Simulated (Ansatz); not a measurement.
**Formation energy and levels of the vacancy V_O in MgO (Fm-3m)**

Charge states of V_O in MgO (Fm-3m), set against the band edges. Model: a cell of 32 host atoms with 1 O taken out.

Calculated with Ansatz 0.2.0; place-levels on r2SCAN runs: charge-transition levels and formation energies with image-charge correction and potential alignment at the atomic sites; PAW set soft_1.

**Measured values to reproduce.**

“Electronic structure of alkaline earth and post-transition metal oxides” (2009, arxiv:0908.1581) quotes from earlier work for MgO, rocksalt (bulk crystal): band gap (literature experimental gap) 7.83 eV [Literature value based on experiment; other listed experimental values range from 7.7 to …].

Most raw output is cut from this account.

## 1. Starting point

The cell holds 31 atoms: 16 Mg and 15 O. Its edges and angles: a = 7.288 Å, b = 7.288 Å, c = 7.288 Å, α = 109.5°, β = 109.5°, γ = 109.5°. It derives from MgO (space group Fm-3m). Nearest the centre at fractional (0.500, 0.500, 0.500): Mg16 at 2.10 Å, Mg10 at 2.10 Å, Mg12 at 2.10 Å, Mg7 at 2.10 Å, Mg15 at 2.10 Å, Mg6 at 2.10 Å, O28 at 2.98 Å, O24 at 2.98 Å.

The host's dielectric constants go in as inputs: 3.24 for the electrons alone, 10.37 with the ions, from a response run on this crystal (DFPT, PBEsol) at that run's own cell.

The cell's shortest repeat is 7.3 Å.

## 2. Charge states

A transition level is the Fermi level at which two charge states cost the same, so each charge needs its own total energy, at its own relaxed structure.

Each atom starts 0.05 Å or so off its site in a random direction: a symmetric start keeps its symmetry, and would miss off-centre moves and Jahn–Teller distortions. Forces are taken at one point at (¼, ¼, ¼). The cell holds 1 electron more than the neutral one, with a uniform background that keeps it neutral on the whole. The electron count is odd, so at least one spin is unpaired; this run locks the moment at 1 μB.

The sampling was tested on the host first: at the k-points planned (1x1x1 shifted 0.25 0.25 0.25) its energy lies 0.003 eV an atom from the dense-mesh value, under the bound of 0.02 eV set for this test; that bounds the host's error, not the defect's.

One state's input; the others differ in charge, spin, start and seed, and in occupations where the table says so.

The input, qm1_M1.relax/input.yaml:

```yaml
crystal:
  lattice:
    - [-4.20749527, 4.20749527, 4.20749527]
    - [4.20749527, -4.20749527, 4.20749527]
    - [4.20749527, 4.20749527, -4.20749527]
  atoms:
    - { symbol: Mg, position: [0.0, 0.0, 0.0] }
    - { symbol: Mg, position: [0.0, 0.25, 0.75] }
    - { symbol: Mg, position: [0.0, 0.5, 0.5] }
    - { symbol: Mg, position: [0.0, 0.75, 0.25] }
    - { symbol: Mg, position: [0.25, 0.0, 0.75] }
    - { symbol: Mg, position: [0.25, 0.25, 0.5] }
    - { symbol: Mg, position: [0.25, 0.5, 0.25] }
    - { symbol: Mg, position: [0.25, 0.75, 0.0] }
    - { symbol: Mg, position: [0.5, 0.0, 0.5] }
    - { symbol: Mg, position: [0.5, 0.25, 0.25] }
    - { symbol: Mg, position: [0.5, 0.5, 0.0] }
    - { symbol: Mg, position: [0.5, 0.75, 0.75] }
    - { symbol: Mg, position: [0.75, 0.0, 0.25] }
    - { symbol: Mg, position: [0.75, 0.25, 0.0] }
    - { symbol: Mg, position: [0.75, 0.5, 0.75] }
    - { symbol: Mg, position: [0.75, 0.75, 0.5] }
    - { symbol: O, position: [0.0, 0.0, 0.5] }
    - { symbol: O, position: [0.0, 0.25, 0.25] }
    - { symbol: O, position: [0.0, 0.5, 0.0] }
    - { symbol: O, position: [0.0, 0.75, 0.75] }
    - { symbol: O, position: [0.25, 0.0, 0.25] }
    - { symbol: O, position: [0.25, 0.25, 0.0] }
    - { symbol: O, position: [0.25, 0.5, 0.75] }
    - { symbol: O, position: [0.25, 0.75, 0.5] }
    - { symbol: O, position: [0.5, 0.0, 0.0] }
    - { symbol: O, position: [0.5, 0.25, 0.75] }
    - { symbol: O, position: [0.5, 0.75, 0.25] }
    - { symbol: O, position: [0.75, 0.0, 0.75] }
    - { symbol: O, position: [0.75, 0.25, 0.5] }
    - { symbol: O, position: [0.75, 0.5, 0.25] }
    - { symbol: O, position: [0.75, 0.75, 0.0] }
  host:
    repeats: [1, 1, 1]
    atoms:
      - { symbol: Mg, position: [0.0, 0.0, 0.0] }
      - { symbol: Mg, position: [0.0, 0.25, 0.75] }
      # ... 30 more atoms of the perfect host
total_charge: -1
basis:
  ecutwfc: 500
  xc_grid: 2
hamiltonian:
  xc: r2scan
  pseudopotentials: { kind: paw, azcp: { folder: soft_1 } }
kpoints:
  mp_grid: { grid: [1, 1, 1], shift: [0.25, 0.25, 0.25] }
magnetization:
  spin_polarized: true
  initial_magnetization: 1
  spin_locking: { lock_magnetization: hard }
scf:
  occupations: { method: fixed }
  max_iter: 100
output:
  forces: true
  charged_corrections:
    epsilon: 3.24
    static_epsilon: 10.37
    defect_position: [0.5, 0.5, 0.5]
relax:
  f_tol: 0.02
  max_steps: 80
  random_displacement: { amplitude: 0.05, seed: 8205 }
checkpoint:
  write: "../qm1_M1.relax.run"
  compress: false
  write_wavefunctions: true
  write_every: 100000
```

Launch:

```
> ansatz run input.yaml --threads 4 --pin off --max-ram 7536MiB --backend cpu --events-out ev --progress --plain --runs-dir out
```

The relaxed structure is kept and the sampling changed to a 2×2×2 shifted mesh.

The run of this state that the levels use, under r2SCAN:

The input, qm1_M1.point/input.yaml:

```yaml
crystal:
  checkpoint: "../qm1_M1.relax.run"
  host: checkpoint
total_charge: -1
basis:
  ecutwfc: 500
  xc_grid: 2
hamiltonian:
  xc: r2scan
  pseudopotentials: { kind: paw, azcp: { folder: soft_1 } }
kpoints:
  mp_grid: { grid: [2, 2, 2], shift: [0.5, 0.5, 0.5] }
magnetization:
  spin_polarized: true
  initial_magnetization: 1
  spin_locking: { lock_magnetization: hard }
scf:
  occupations: { method: fermi_dirac, width: 0.01 }
  max_iter: 100
output:
  forces: true
  eigenvalues: true
  charged_corrections:
    epsilon: 3.24
    static_epsilon: 10.37
    defect_position: [0.5, 0.5, 0.5]
  eigenstates: { localisation: true }
  populations: true
  efg: {}
checkpoint:
  read: "../qm1_M1.relax.run"
  write: "../qm1_M1.point.run"
  compress: false
  write_wavefunctions: false
  write_every: 100000
```

Relaxations under r2SCAN at one point at (¼, ¼, ¼); times on 4 threads of Arm Neoverse V1, shared host:

```csv
charge,moment (μB),occupations,outcome,steps,largest displacement against the far atoms (Å),time
−1,1,fixed,converged,9,0.11,87 s
0,0,fixed,converged,4,0.01,18 s
+1,1,fixed,converged,4,0.09,39 s
+2,0,fixed,converged,4,0.16,19 s
```

Single points under r2SCAN at a 2×2×2 shifted mesh; times on 4 threads of Arm Neoverse V1, shared host:

```csv
charge,moment (μB),occupations,outcome,time
−1,1,fermi-dirac,converged,49 s
0,0,fermi-dirac,converged,18 s
+1,1,fermi-dirac,converged,52 s
+2,0,fermi-dirac,converged,20 s
```

Distances (Å) from the ideal centre to the nearest atoms after relaxation with r2SCAN:

```csv
charge,moment (μB),1.,2.,3.,4.,5.,6.
−1,1,Mg 2.07,Mg 2.08,Mg 2.08,Mg 2.09,Mg 2.09,Mg 2.09
0,0,Mg 2.11,Mg 2.11,Mg 2.11,Mg 2.11,Mg 2.12,Mg 2.12
+1,1,Mg 2.19,Mg 2.19,Mg 2.19,Mg 2.19,Mg 2.19,Mg 2.19
+2,0,Mg 2.26,Mg 2.26,Mg 2.26,Mg 2.26,Mg 2.27,Mg 2.27
```

## 3. Placing the levels, r2SCAN

A charged cell interacts with its images and the background, and its potential has another zero than the host's. place-levels removes the first by a point-charge model, screened by the static dielectric constant since the ions have relaxed around the charge, and the second by comparing potentials at atoms far from the defect.

The host is a run of the defect-free crystal in the same cutoffs, grids and k-points, so that basis and sampling errors cancel in part in the differences. Its band edges come from a run of the primitive cell that searches the zone for them. Chemical potentials are energies per atom of O (O2 molecule), run with the same functional and cutoff.

The input, levels.point.yaml:

```yaml
host:
  run: host.point.run
  levels_from: { run: edges.point.run }
states: [qm1_M1.point.run, q0.point.run, qp1_M1.point.run, qp2.point.run]
geometry_from:
  qm1_M1.point.run: qm1_M1.relax.run
  q0.point.run: q0.relax.run
  qp1_M1.point.run: qp1_M1.relax.run
  qp2.point.run: qp2.relax.run
chemical_potentials:
  O:
    energy: -565.989614
    dataset: <sha256 of the dataset>
epsilon: 3.24
static_epsilon: 10.37
vertical:
  - { from: qm1_M1.point.run, to: qm1_M1.point_neutral.run }
  - { from: qp1_M1.point.run, to: qp1_M1.point_neutral.run }
  - { from: qp2.point.run, to: qp2.point_neutral.run }
```

Launch:

```
> ansatz place-levels levels.point.yaml -- --threads 4 --pin off --max-ram 7536MiB
```

The job ended after 0.4 s (4 threads of Arm Neoverse V1, shared host).

Levels between the charges placed, in eV above the valence top:

```csv
,gap (eV),(+2/+1),(+1/0),(0/−1)
r2SCAN,5.68,1.57,3.04,6.27
```

Corrections by state:

```csv
charge,moment (μB),image terms and alignment (eV),band filling (eV),ε used,"over the lowest of its charge, as the program ranks them, band filling apart (eV)"
+2,0.0,0.649,-,10.37,0.000
+1,1.0,0.032,-,10.37,0.000
0,0.0,0.000,-,-,0.000
−1,1.0,0.505,-0.624,10.37,0.000
```

The charged structures listed were also run neutral, and place-levels reads from each pair, by the potential or the spins, how wide the charge is by which they differ; that can be the carrier of either run.

```csv
charge,rms radius (Å),spread where it is widest against the cell (Å),wide from (Å),reading
+2,1.3,0.75,1.03,narrow
+1,1.3,0.74,1.03,narrow
−1,2.0,1.67,1.03,wide
```

The neutral runs of these pairs need not share the spin of the lowest neutral state, and very wide values only mean spread over the cell.

From the program's caveats on the states, each cut to its opening words:

- charge +2: it parts from the run that its charge is read beside by 2 carriers, of which the mean alone is read, by its potential at epsilon 3.24, taken for that of held [...]
- charge +2: its alignment with the host at atomic sites is doubtful: the mean over the far sites moves by +0.5836 eV from their farther parts to their nearer, more than [...]
- charge +1 (1 μB): its alignment with the host at atomic sites is doubtful: the mean over the far sites moves by +0.2765 eV from their farther parts to their nearer, more than [...]
- charge +1 (1 μB), −1 (1 μB): flagged: stability check not made
- charge −1 (1 μB): it parts from the run at its places by a charge that spreads by about 1.7 Å along one vector (1 Å or more is wide), by its potential at epsilon 3.24, taken for [...]
- charge −1 (1 μB): a band-filling correction moves a carrier to the host's band edge, which changes its energy by -0.624 eV
- charge −1 (1 μB): its alignment with the host at atomic sites is doubtful: the mean over the far sites moves by -0.2358 eV from their farther parts to their nearer, more than [...]
- charge −1 (1 μB): its displacements don't fall off away from the defect: farther atoms stand 0.019 Å off the host's places

The host's formation energy from the elements is -2.963 eV per atom; it sets how far the chemical potentials can move.

Limit set by the element alone; other compounds of these elements are not counted. Chemical potentials from the elements' reference states: Mg 0.00 eV, O -5.93 eV. Formation energies (Mg-rich), with the Fermi level at the valence top and at the conduction bottom (gap 5.68 eV):

```csv
charge,at valence top (eV),at conduction bottom (eV),correction included (eV)
+2,-3.15,8.21,0.65
+1,-1.58,4.10,0.03
0,1.47,1.47,0.00
−1,7.74,2.06,-0.12
```

| Fermi level (eV) | lowest formation energy (eV) |
| --- | --- |
| 0.00 | -3.15 |
| 0.52 | -2.11 |
| 1.03 | -1.08 |
| 1.55 | -0.05 |
| 2.06 | 0.48 |
| 2.58 | 1.00 |
| 3.10 | 1.47 |
| 3.61 | 1.47 |
| 4.13 | 1.47 |
| 4.65 | 1.47 |
| 5.16 | 1.47 |
| 5.68 | 1.47 |

Limit set by the element alone; other compounds of these elements are not counted. Chemical potentials from the elements' reference states: O 0.00 eV, Mg -5.93 eV. Formation energies (O-rich), with the Fermi level at the valence top and at the conduction bottom (gap 5.68 eV):

```csv
charge,at valence top (eV),at conduction bottom (eV),correction included (eV)
+2,2.78,14.14,0.65
+1,4.35,10.02,0.03
0,7.39,7.39,0.00
−1,13.66,7.98,-0.12
```

Fermi level (eV), lowest formation energy (eV) and a bar from the least value:
```
     0.00       2.78 
     0.52       3.81 #######
     1.03       4.84 #############
     1.55       5.87 ####################
     2.06       6.41 ########################
     2.58       6.93 ###########################
     3.10       7.39 ##############################
     3.61       7.39 ##############################
     4.13       7.39 ##############################
     4.65       7.39 ##############################
     5.16       7.39 ##############################
     5.68       7.39 ##############################
```

## 4. The same at the relaxations' own k-points

The relaxations' own energies give the levels at their sampling, for comparison.

The input, levels.relax_mesh.yaml:

```yaml
host:
  run: host.relax.run
  levels_from: { run: edges.relax.run }
states: [qm1_M1.relax.run, q0.relax.run, qp1_M1.relax.run, qp2.relax.run]
chemical_potentials:
  O:
    energy: -565.989614
    dataset: <sha256 of the dataset>
```

Launch:

```
> ansatz place-levels levels.relax_mesh.yaml -- --threads 4 --pin off --max-ram 7536MiB
```

The job ended after 0.14 s (4 threads).

Levels between neighbouring charges, in eV above the valence top:

```csv
,gap (eV),(+2/+1),(+1/0),(0/−1)
"one point at (¼, ¼, ¼)",5.68,1.54,3.05,6.24
a 2×2×2 shifted mesh,5.68,1.57,3.04,6.27
```

Going from one point at (¼, ¼, ¼) to a 2×2×2 shifted mesh moves the levels that carry no band-filling term by up to 0.03 eV and formation energies against the elements by up to 0.06 eV; band-filling terms, which differ between samplings, are in these energies.

## 5. Summary of results

- gap of the host: 5.68 eV (r2SCAN)
- level (plus 2/plus 1): 1.57 eV above the valence top
- level (plus 1/0): 3.04 eV above the valence top
- level (0/minus 1): 6.27 eV above the valence top, past the conduction bottom (6.89 eV above the valence top without the band-filling term)
- lowest of the charges placed, just above the valence top (0.02 eV): +2
- lowest of the charges placed, just below the conduction bottom (0.02 eV): 0
- lowest formation energy at mid-gap of the charges run, Mg-rich: 1.26 eV
- lowest formation energy at mid-gap of the charges run, O-rich: 7.19 eV

**Reading.** Of the charges placed (−1, 0, +1 and +2), the lowest changes at 1.57 eV (+2/+1) and 3.04 eV (+1/0) above the valence top, in a gap of 5.68 eV. Charges above +2 were not placed, so these runs say nothing of levels that involve them. States placed: +2 at 0 μB; +1 at 1 μB; 0 at 0 μB; −1 at 1 μB. Other spin states or structures, where not listed, weren't placed. The program finds carriers beyond a band edge of the host and adds a band-filling term at charge −1 (-0.62 eV); steps to such a charge show no bound level, and a defect level inside a band would be read the same way. Going from one point at (¼, ¼, ¼) to a 2×2×2 shifted mesh moves the levels that carry no band-filling term by up to 0.03 eV and formation energies against the elements by up to 0.06 eV; band-filling terms, which differ between samplings, are in these energies. The program doubts the alignment of potentials for at least one state, a sign that the cell is small. What this leaves open: the images are only 7.3 Å apart; r2SCAN makes the gap too small and tends to spread out bound carriers; where a gas molecule sets a chemical potential or the host's formation energy, its binding is uncorrected.

Comparison with the measured values:

| quantity | measured | r2SCAN |
| --- | --- | --- |
| band gap (least gap of the host) (eV) | 7.83 | 5.68 (-2.15 eV) |

Measured values from arxiv:0908.1581 (2009).

**Verdict.** The band gap is off by -2.15 eV: a clear miss. Local and semilocal functionals usually give gaps below the measured ones. Zero-point and thermal motion shift the measured gap.

[Logs are printed without paths, hosts, clocks, repeated set-up lines and the standing remarks that a program may print on its own settings, such as how far it seeks lower states.]

[Hosts, paths, dates, database ids (printed as entryN), source tags and the programs' standing remarks are cut or masked in the printed files.]

[Where a table of states has a column of steps, it counts the stored structures, which are thinned; the runs took as many ionic steps or more.]

[A defect's name tells the site on which it was built; relaxed atoms can leave that site.]

[For some hosts the program warned that the k-mesh of the response run may be too coarse for force constants and the static dielectric constant; such warnings are not shown here.]
